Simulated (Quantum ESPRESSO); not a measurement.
## MnSi: energy against a fixed spin moment

Symmetry: P2_13, No. 198, cubic system. The conventional cell has a = 4.558 Å, b = 4.558 Å, c = 4.558 Å, α = 90.00°, β = 90.00°, γ = 90.00°. Nearest to Mn lie 7 Si at 2.31 to 2.55 Å. Nearest to Si lie 7 Mn at 2.31 to 2.55 Å. Farther neighbours are not listed.

```
CELL_PARAMETERS angstrom
4.55800 0.00000 0.00000
0.00000 4.55800 0.00000
0.00000 0.00000 4.55800
ATOMIC_POSITIONS crystal
Mn 0.13700 0.13700 0.13700
Mn 0.63700 0.36300 0.86300
Mn 0.86300 0.63700 0.36300
Mn 0.36300 0.86300 0.63700
Si 0.84500 0.84500 0.84500
Si 0.34500 0.65500 0.15500
Si 0.15500 0.34500 0.65500
Si 0.65500 0.15500 0.34500
```

- method: PBE; plane waves with GBRV 1.5 PBE potentials, no spin-orbit coupling (and 1 further level or step)
- program: Quantum ESPRESSO 7.5
- settings of one run: GBRV 1.5 PBE, potential files Si: si_pbe_v1.uspp.F.UPF, Mn: mn_pbe_v1.5.uspp.F.UPF, cutoff 544.23 eV, 6×6×6 k-mesh, 57 bands, fermi-dirac occupations, smearing width 0.05 eV, collinear spin, SCF threshold 1.60e-8, starting moments 3.5 3.5 3.5 3.5 0 0 0 0 μB
- cost: 11 runs, 8.7 min in all on 4 MPI ranks of Arm Neoverse V2, shared host (the runs of this entry)
- notes: The run is spin-polarised, with a total moment of 3.97 μB a cell (absolute 4.68). All runs start parallel; opposed orders may lie lower.
- moment of the free run: 3.97 μB a cell
- energy at zero total moment: 255 meV a cell over the lowest
- ΔE/ΔM² from the lowest point to 4.25 and to 3.54 μB: 131 and 85 meV/μB²

At zero total moment the site moments vanish, so the 255 meV a cell is the energy of forming them. The points show one minimum alone.

[Logs and program files are shortened in this print: banners, set-up blocks, solver, clock and traceback lines can be left out without a mark of their own.]

[Logs are printed without paths, hosts, clocks, repeated set-up lines and the standing remarks that a program may print on its own settings, such as how far it seeks lower states.]

[Hosts, paths, dates, database ids (printed as entryN), source tags and the programs' standing remarks are cut or masked in the printed files.]

[Where a cell is said to come from a database of computed structures, the database is the Materials Project.]
